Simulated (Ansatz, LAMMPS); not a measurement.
# Elastic response of amorphous 37HfO2-63TiO2 (mol %) (90 atoms), part 4 of 5

How stiff is amorphous 37HfO2-63TiO2 (mol %) (90 atoms), and how do its levels respond to strain?

Ansatz 0.2.0; Kohn-Sham DFT, PBEsol, PAW (set soft_2), plane waves.

The cell: 11 Hf, 19 Ti and 60 O. The quench rate of 200 K/ps far exceeds what a furnace or splat quench reaches. The network of bonds at the start is that of the classical potential that made the cell. The Brillouin zone is sampled at Γ only. Spin–orbit coupling is left out.

So far. Step 8 (Volume +6 %): The relaxation converged after 28 steps, 1.35 eV below its start, with a largest force component of 0.027 eV/Å. Step 8 (Volume +6 %): Volume +6 %: the energy stands 0.987 eV above that of the reference, at a pressure of -3.50 GPa.

## Step 9: Volume -10 %

The relaxed cell is scaled to another volume.

input.yaml

```yaml
crystal:
  lattice:
    - [9.95406, -0.19126, 0.06639]
    - [-0.19126, 9.4154, -0.0663]
    - [0.06639, -0.0663, 10.25145]
  atoms:
    [... the 90 atom lines of step 4 ...]
kpoints:
  mp_grid: { grid: [1, 1, 1] }
hamiltonian:
  xc: pbesol
scf:
  occupations: { method: fermi_dirac, width: 0.05 }
output:
  forces: true
  eigenvalues: true
  stress: true
relax:
  f_tol: 0.05
  max_steps: 70
```

On the command line:

```bash
> ansatz run input.yaml --threads 4 --pin off --max-ram 8192MiB --backend cpu --events-out ev --progress --plain --runs-dir out
```

Numbers of over 12 decimals in the logs are rounded to 6 here.

The program printed:

```text
[...]
Crystal: 90 atoms, lattice volume = 960.322 Å³
Basis set: ecut = 420 eV, 18777 PW (Γ), exchange–correlation on 144×128×144 points (8 copies of the dense FFT grid, shifted against one another)
Bands: 527, of which v1, the nominal top of the filled ones, is band 437 counted from 1 (436 counted from 0)
Symmetry: 1 space group operations
[...]
k-points: 1
[...]
SCF iter   1: F=—  HF=-252354.763631 eV  |F-HF|=—  |Δ(HF+E_count)|=         —  Δρ=1.75e-2  dr2=2.47e0  ethr=1.77e-3  ⟨swp⟩=5.0  Hψ=1709  notcnv=0  defer=37
[...]
SCF iter   7: F=—  HF=-252354.159197 eV  |F-HF|=—  |Δ(HF+E_count)|=   7.14e-5  Δρ=9.54e-5  dr2=9.22e-5  ethr=2.24e-8  ⟨swp⟩=2.0  Hψ=859  notcnv=0  defer=82
SCF iter   8: F=-252354.159203 eV  HF=-252354.159202 eV  |F-HF|=5.25e-7  |Δ(HF+E_count)|=   5.41e-6  Δρ=2.89e-5  dr2=9.30e-6  ethr=7.15e-9  ⟨swp⟩=11.0  Hψ=2122  notcnv=0
SCF 1 converged in 8 iterations: F = -252354.159203 eV  dr2 = 9.30e-6
[...]
relax step   1: F+E_penalty+E_count = -252354.15920285 eV  Δ(F+E_penalty+E_count) = +0.000e0 eV  max|allowed force component| = 1.470e0 eV/Å  Δτ_max = 0.0000 Å  (8 SCF iters, dr2 threshold 6.25e-5 eV, accepted)
[...]
relax step   2: F+E_penalty+E_count = -252356.66383515 eV  Δ(F+E_penalty+E_count) = -2.505e0 eV  max|allowed force component| = 8.388e-1 eV/Å  Δτ_max = 0.1669 Å  (7 SCF iters, dr2 threshold 1.00e-4 eV, accepted)
[...]
relax step   3: F+E_penalty+E_count = -252357.96401250 eV  Δ(F+E_penalty+E_count) = -1.300e0 eV  max|allowed force component| = 6.553e-1 eV/Å  Δτ_max = 0.1929 Å  (8 SCF iters, dr2 threshold 4.40e-5 eV, accepted)
relax step   4: F+E_penalty+E_count = -252358.51277957 eV  Δ(F+E_penalty+E_count) = -5.488e-1 eV  max|allowed force component| = 5.930e-1 eV/Å  Δτ_max = 0.2000 Å  (8 SCF iters, dr2 threshold 1.00e-4 eV, accepted)
relax step   5: F+E_penalty+E_count = -252358.62040058 eV  Δ(F+E_penalty+E_count) = -1.076e-1 eV  max|allowed force component| = 3.374e-1 eV/Å  Δτ_max = 0.2000 Å  (7 SCF iters, dr2 threshold 1.00e-4 eV, accepted)
relax step   6: F+E_penalty+E_count = -252358.81646536 eV  Δ(F+E_penalty+E_count) = -1.961e-1 eV  max|allowed force component| = 5.000e-1 eV/Å  Δτ_max = 0.2000 Å  (8 SCF iters, dr2 threshold 3.69e-5 eV, accepted)
relax step   7: F+E_penalty+E_count = -252358.98456258 eV  Δ(F+E_penalty+E_count) = -1.681e-1 eV  max|allowed force component| = 4.029e-1 eV/Å  Δτ_max = 0.1952 Å  (7 SCF iters, dr2 threshold 8.09e-5 eV, accepted)
relax step   8: F+E_penalty+E_count = -252359.04903345 eV  Δ(F+E_penalty+E_count) = -6.447e-2 eV  max|allowed force component| = 3.150e-1 eV/Å  Δτ_max = 0.0713 Å  (6 SCF iters, dr2 threshold 1.00e-4 eV, accepted)
relax step   9: F+E_penalty+E_count = -252359.06553493 eV  Δ(F+E_penalty+E_count) = -1.650e-2 eV  max|allowed force component| = 3.872e-1 eV/Å  Δτ_max = 0.2000 Å  (7 SCF iters, dr2 threshold 6.07e-5 eV, accepted)
relax step  10: F+E_penalty+E_count = -252359.12003627 eV  Δ(F+E_penalty+E_count) = -5.450e-2 eV  max|allowed force component| = 3.264e-1 eV/Å  Δτ_max = 0.2000 Å  (7 SCF iters, dr2 threshold 9.17e-5 eV, accepted)
relax step  11: F+E_penalty+E_count = -252359.14751288 eV  Δ(F+E_penalty+E_count) = -2.748e-2 eV  max|allowed force component| = 3.072e-1 eV/Å  Δτ_max = 0.1073 Å  (6 SCF iters, dr2 threshold 7.57e-5 eV, accepted)
relax step  12: F+E_penalty+E_count = -252359.13248881 eV  Δ(F+E_penalty+E_count) = +1.502e-2 eV  max|allowed force component| = 2.642e-1 eV/Å  Δτ_max = 0.2000 Å  (6 SCF iters, dr2 threshold 6.70e-5 eV, rejected (line search))
relax step  13: F+E_penalty+E_count = -252359.16588482 eV  Δ(F+E_penalty+E_count) = -1.837e-2 eV  max|allowed force component| = 1.494e-1 eV/Å  Δτ_max = 0.0500 Å  (12 SCF iters, accepted)
relax step  14: F+E_penalty+E_count = -252359.16572141 eV  Δ(F+E_penalty+E_count) = +1.634e-4 eV  max|allowed force component| = 1.380e-1 eV/Å  Δτ_max = 0.1000 Å  (8 SCF iters, dr2 threshold 5.28e-6 eV, rejected (line search))
relax step  15: F+E_penalty+E_count = -252359.17411298 eV  Δ(F+E_penalty+E_count) = -8.228e-3 eV  max|allowed force component| = 6.689e-2 eV/Å  Δτ_max = 0.0500 Å  (10 SCF iters, accepted)
[...]
relax step  16: F+E_penalty+E_count = -252359.17852569 eV  Δ(F+E_penalty+E_count) = -4.413e-3 eV  max|allowed force component| = 2.958e-2 eV/Å  Δτ_max = 0.0500 Å  (9 SCF iters, accepted)
SCF converged after 9 iterations
Free energy (F): -252359.178526 eV
[...]
Internal energy: -252359.178526 eV  (E = F + TS)
E sigma→0 (E₀):  -252359.178526 eV
Fermi energy:    12.459261 eV
[...]
Σ components = -252359.178526   (vs F -252359.178526, Δ=0.00e0)
--- Forces (eV/Å), atoms counted from 1 ---
  atom   1  Hf    -0.01519008     0.01363118    -0.00868228
  atom   2  Hf    -0.00701371    -0.01004832    -0.00152616
  atom   3  Hf    -0.00938078    -0.01856081     0.01233036
  atom   4  Hf    -0.00541393     0.00433793    -0.00261013
[...]
atom  90  O     -0.00741609    -0.00732965    -0.00114716
  max |Σ_I F_I| component: 1.13e-4 eV/Å
--- Stress (GPa, compression-positive) ---
       10.149109       1.334468      -1.847836
        1.334468      13.031516      -0.347636
       -1.847836      -0.347636      13.560421
  P = ⅓ Tr σ = 12.2470 GPa (122.470 kbar)
--- Band table (eV) ---
[...]
--- Relaxed structure (16 steps of the walk, 14 accepted, 0 SCFs on fresh bases) ---
  F+E_penalty+E_count = -252359.17852569 eV   max|allowed force component| = 2.958e-2 eV/Å
  atoms:
    - { symbol: Hf, position: [0.850751, 0.282663, 0.461064] }
    - { symbol: Hf, position: [0.098555, 0.178575, 0.643518] }
    - { symbol: Hf, position: [0.257658, 0.356769, 0.126825] }
    - { symbol: Hf, position: [0.829312, 0.964763, 0.657736] }
[...]
- { symbol: O, position: [0.112143, 0.818468, 0.908915] }
```

Elapsed: 2.2 min, on 4 threads of Intel Xeon 6975P-C (Granite Rapids), shared host; peak memory 1.8 GiB; 8.3 min of CPU time.

The relaxation converged after 16 steps, 5.02 eV below its start, with a largest force component of 0.030 eV/Å.

Volume -10 %: the energy stands 3.55 eV above that of the reference, at a pressure of 12.2 GPa.

## Step 10: Stretched by 1 % along x

The relaxed cell is strained along x alone, which gives the stiffness along x and its coupling to y and z.

input.yaml, the sections that differ from step 9:

```yaml
crystal:
  lattice:
    - [10.41296, -0.1981, 0.06876]
    - [-0.20008, 9.75195, -0.06867]
    - [0.06945, -0.06867, 10.61788]
  atoms:
    [... the 90 atom lines of step 4 ...]
# kpoints, hamiltonian, scf, output, relax: as in step 9
```

The program printed:

```text
[...]
Crystal: 90 atoms, lattice volume = 1077.696 Å³
Basis set: ecut = 420 eV, 21085 PW (Γ), exchange–correlation on 144×144×144 points (8 copies of the dense FFT grid, shifted against one another)
Bands: 527, of which v1, the nominal top of the filled ones, is band 437 counted from 1 (436 counted from 0)
Symmetry: 1 space group operations
[...]
k-points: 1
[...]
SCF iter   1: F=—  HF=-252363.272997 eV  |F-HF|=—  |Δ(HF+E_count)|=         —  Δρ=1.78e-2  dr2=3.01e0  ethr=1.77e-3  ⟨swp⟩=4.0  Hψ=1717  notcnv=0  defer=29
[...]
SCF iter   7: F=—  HF=-252362.608647 eV  |F-HF|=—  |Δ(HF+E_count)|=   5.01e-5  Δρ=9.13e-5  dr2=9.24e-5  ethr=3.03e-8  ⟨swp⟩=2.0  Hψ=941  notcnv=0  defer=74
SCF iter   8: F=-252362.608672 eV  HF=-252362.608674 eV  |F-HF|=2.18e-6  |Δ(HF+E_count)|=   2.66e-5  Δρ=3.66e-5  dr2=1.76e-5  ethr=7.15e-9  ⟨swp⟩=10.0  Hψ=2027  notcnv=0
SCF 1 converged in 8 iterations: F = -252362.608672 eV  dr2 = 1.76e-5
[...]
relax step   1: F+E_penalty+E_count = -252362.60867188 eV  Δ(F+E_penalty+E_count) = +0.000e0 eV  max|allowed force component| = 3.227e-1 eV/Å  Δτ_max = 0.0000 Å  (8 SCF iters, dr2 threshold 6.25e-5 eV, accepted)
[...]
relax step   2: F+E_penalty+E_count = -252362.64809876 eV  Δ(F+E_penalty+E_count) = -3.943e-2 eV  max|allowed force component| = 1.574e-1 eV/Å  Δτ_max = 0.0261 Å  (6 SCF iters, dr2 threshold 6.51e-6 eV, accepted)
[...]
relax step   3: F+E_penalty+E_count = -252362.66572254 eV  Δ(F+E_penalty+E_count) = -1.762e-2 eV  max|allowed force component| = 7.339e-2 eV/Å  Δτ_max = 0.0296 Å  (9 SCF iters, accepted)
relax step   4: F+E_penalty+E_count = -252362.51341957 eV  Δ(F+E_penalty+E_count) = +1.523e-1 eV  max|allowed force component| = 6.549e-1 eV/Å  Δτ_max = 0.1844 Å  (12 SCF iters, rejected (line search))
relax step   5: F+E_penalty+E_count = -252362.67719640 eV  Δ(F+E_penalty+E_count) = -1.147e-2 eV  max|allowed force component| = 5.846e-2 eV/Å  Δτ_max = 0.0476 Å  (12 SCF iters, accepted)
relax step   6: F+E_penalty+E_count = -252362.67783739 eV  Δ(F+E_penalty+E_count) = -6.410e-4 eV  max|allowed force component| = 8.417e-2 eV/Å  Δτ_max = 0.0108 Å  (8 SCF iters, accepted)
relax step   7: F+E_penalty+E_count = -252362.67958921 eV  Δ(F+E_penalty+E_count) = -1.752e-3 eV  max|allowed force component| = 3.793e-2 eV/Å  Δτ_max = 0.0206 Å  (6 SCF iters, dr2 threshold 4.50e-6 eV, accepted)
[...]
relax step   8: F+E_penalty+E_count = -252362.67959018 eV  Δ(F+E_penalty+E_count) = -9.665e-7 eV  max|allowed force component| = 3.785e-2 eV/Å  Δτ_max = 0.0000 Å  (5 SCF iters, accepted)
SCF converged after 5 iterations
Free energy (F): -252362.679590 eV
[...]
Internal energy: -252362.679590 eV  (E = F + TS)
E sigma→0 (E₀):  -252362.679590 eV
Fermi energy:    10.505937 eV
[...]
Σ components = -252362.679590   (vs F -252362.679590, Δ=0.00e0)
--- Forces (eV/Å), atoms counted from 1 ---
  atom   1  Hf    -0.00549139    -0.02088104     0.00149139
  atom   2  Hf    -0.01386295    -0.00346661     0.03061428
  atom   3  Hf     0.01573526    -0.01100314    -0.02781017
  atom   4  Hf    -0.00771620     0.02007356    -0.00491282
[...]
atom  90  O     -0.00571520     0.00423417    -0.00113044
  max |Σ_I F_I| component: 4.94e-5 eV/Å
--- Stress (GPa, compression-positive) ---
       -1.544637      -0.063086       0.090528
       -0.063086      -0.634925      -0.058077
        0.090528      -0.058077      -0.563059
  P = ⅓ Tr σ = -0.9142 GPa (-9.142 kbar)
--- Band table (eV) ---
[...]
--- Relaxed structure (8 steps of the walk, 7 accepted, 0 SCFs on fresh bases) ---
  F+E_penalty+E_count = -252362.67959018 eV   max|allowed force component| = 3.785e-2 eV/Å
  atoms:
    - { symbol: Hf, position: [0.846537, 0.277937, 0.451875] }
    - { symbol: Hf, position: [0.086096, 0.184958, 0.645142] }
    - { symbol: Hf, position: [0.275243, 0.361139, 0.154023] }
    - { symbol: Hf, position: [0.826265, 0.964957, 0.649784] }
[...]
- { symbol: O, position: [0.071615, 0.827233, 0.899892] }
```

Wall time 72 s (4 threads); peak memory 1.8 GiB.

The relaxation converged after 8 steps, 0.0709 eV below its start, with a largest force component of 0.038 eV/Å.

Stretched by 1 % along x: the energy stands 0.0513 eV above that of the reference, at a pressure of -0.914 GPa.

## Step 11: Compressed by 1 % along x

The relaxed cell is strained along x alone, which gives the stiffness along x and its coupling to y and z.

input.yaml, the sections that differ from step 10:

```yaml
crystal:
  lattice:
    - [10.20676, -0.1981, 0.06876]
    - [-0.19612, 9.75195, -0.06867]
    - [0.06807, -0.06867, 10.61788]
  atoms:
    [... the 90 atom lines of step 4 ...]
# kpoints, hamiltonian, scf, output, relax: as in step 10
```

The program printed:

```text
[...]
Crystal: 90 atoms, lattice volume = 1056.355 Å³
Basis set: ecut = 420 eV, 20631 PW (Γ), exchange–correlation on 144×144×144 points (8 copies of the dense FFT grid, shifted against one another)
Bands: 527, of which v1, the nominal top of the filled ones, is band 437 counted from 1 (436 counted from 0)
Symmetry: 1 space group operations
[...]
k-points: 1
[...]
SCF iter   1: F=—  HF=-252363.252500 eV  |F-HF|=—  |Δ(HF+E_count)|=         —  Δρ=1.78e-2  dr2=2.90e0  ethr=1.77e-3  ⟨swp⟩=4.0  Hψ=1716  notcnv=0  defer=30
[...]
SCF iter   7: F=—  HF=-252362.597708 eV  |F-HF|=—  |Δ(HF+E_count)|=   5.22e-5  Δρ=9.25e-5  dr2=9.44e-5  ethr=2.84e-8  ⟨swp⟩=2.0  Hψ=868  notcnv=0  defer=74
SCF iter   8: F=-252362.597729 eV  HF=-252362.597731 eV  |F-HF|=2.02e-6  |Δ(HF+E_count)|=   2.33e-5  Δρ=3.47e-5  dr2=1.52e-5  ethr=7.15e-9  ⟨swp⟩=10.0  Hψ=2015  notcnv=0
SCF 1 converged in 8 iterations: F = -252362.597729 eV  dr2 = 1.52e-5
[...]
relax step   1: F+E_penalty+E_count = -252362.59772891 eV  Δ(F+E_penalty+E_count) = +0.000e0 eV  max|allowed force component| = 3.651e-1 eV/Å  Δτ_max = 0.0000 Å  (8 SCF iters, dr2 threshold 6.25e-5 eV, accepted)
[...]
relax step   2: F+E_penalty+E_count = -252362.64192234 eV  Δ(F+E_penalty+E_count) = -4.419e-2 eV  max|allowed force component| = 1.703e-1 eV/Å  Δτ_max = 0.0276 Å  (6 SCF iters, dr2 threshold 8.33e-6 eV, accepted)
[...]
relax step   3: F+E_penalty+E_count = -252362.66144569 eV  Δ(F+E_penalty+E_count) = -1.952e-2 eV  max|allowed force component| = 6.974e-2 eV/Å  Δτ_max = 0.0324 Å  (9 SCF iters, accepted)
relax step   4: F+E_penalty+E_count = -252362.42063888 eV  Δ(F+E_penalty+E_count) = +2.408e-1 eV  max|allowed force component| = 7.345e-1 eV/Å  Δτ_max = 0.1967 Å  (12 SCF iters, rejected (line search))
relax step   5: F+E_penalty+E_count = -252362.67608878 eV  Δ(F+E_penalty+E_count) = -1.464e-2 eV  max|allowed force component| = 6.561e-2 eV/Å  Δτ_max = 0.0771 Å  (12 SCF iters, accepted)
relax step   6: F+E_penalty+E_count = -252362.62583643 eV  Δ(F+E_penalty+E_count) = +5.025e-2 eV  max|allowed force component| = 2.418e-1 eV/Å  Δτ_max = 0.1000 Å  (12 SCF iters, rejected (line search))
relax step   7: F+E_penalty+E_count = -252362.67923255 eV  Δ(F+E_penalty+E_count) = -3.144e-3 eV  max|allowed force component| = 7.710e-2 eV/Å  Δτ_max = 0.0323 Å  (12 SCF iters, accepted)
relax step   8: F+E_penalty+E_count = -252362.68021405 eV  Δ(F+E_penalty+E_count) = -9.815e-4 eV  max|allowed force component| = 3.592e-2 eV/Å  Δτ_max = 0.0193 Å  (6 SCF iters, dr2 threshold 5.26e-6 eV, accepted)
[...]
relax step   9: F+E_penalty+E_count = -252362.68021474 eV  Δ(F+E_penalty+E_count) = -6.891e-7 eV  max|allowed force component| = 3.600e-2 eV/Å  Δτ_max = 0.0000 Å  (5 SCF iters, accepted)
SCF converged after 5 iterations
Free energy (F): -252362.680215 eV
[...]
Internal energy: -252362.680215 eV  (E = F + TS)
E sigma→0 (E₀):  -252362.680215 eV
Fermi energy:    10.823590 eV
[...]
Σ components = -252362.680215   (vs F -252362.680215, Δ=0.00e0)
--- Forces (eV/Å), atoms counted from 1 ---
  atom   1  Hf     0.01078055    -0.01074382    -0.00685566
  atom   2  Hf    -0.00143990    -0.01196692    -0.00383112
  atom   3  Hf    -0.00883884    -0.01100453    -0.00848090
  atom   4  Hf     0.00719212     0.00287335    -0.00318209
[...]
atom  90  O      0.00463620    -0.01811202     0.00771666
  max |Σ_I F_I| component: 6.98e-5 eV/Å
--- Stress (GPa, compression-positive) ---
        1.281442       0.044370      -0.165551
        0.044370       0.556867       0.067519
       -0.165551       0.067519       0.511410
  P = ⅓ Tr σ = 0.7832 GPa (7.832 kbar)
--- Band table (eV) ---
[...]
--- Relaxed structure (9 steps of the walk, 7 accepted, 0 SCFs on fresh bases) ---
  F+E_penalty+E_count = -252362.68021474 eV   max|allowed force component| = 3.600e-2 eV/Å
  atoms:
    - { symbol: Hf, position: [0.847949, 0.278105, 0.452098] }
    - { symbol: Hf, position: [0.089246, 0.183642, 0.646197] }
    - { symbol: Hf, position: [0.268187, 0.362665, 0.143333] }
    - { symbol: Hf, position: [0.825910, 0.965614, 0.651337] }
[...]
- { symbol: O, position: [0.073868, 0.825695, 0.898701] }
```

Elapsed: 84 s, on 4 threads; peak memory 1.9 GiB.

The relaxation converged after 9 steps, 0.0825 eV below its start, with a largest force component of 0.036 eV/Å.

Compressed by 1 % along x: the energy stands 0.0507 eV above that of the reference, at a pressure of 0.783 GPa.

(Part 4 of 5 ends here.)

[Logs are printed without paths, hosts, clocks, repeated set-up lines and the standing remarks that a program may print on its own settings, such as how far it seeks lower states.]

[Hosts, paths, dates, database ids (printed as entryN), source tags and the programs' standing remarks are cut or masked in the printed files.]
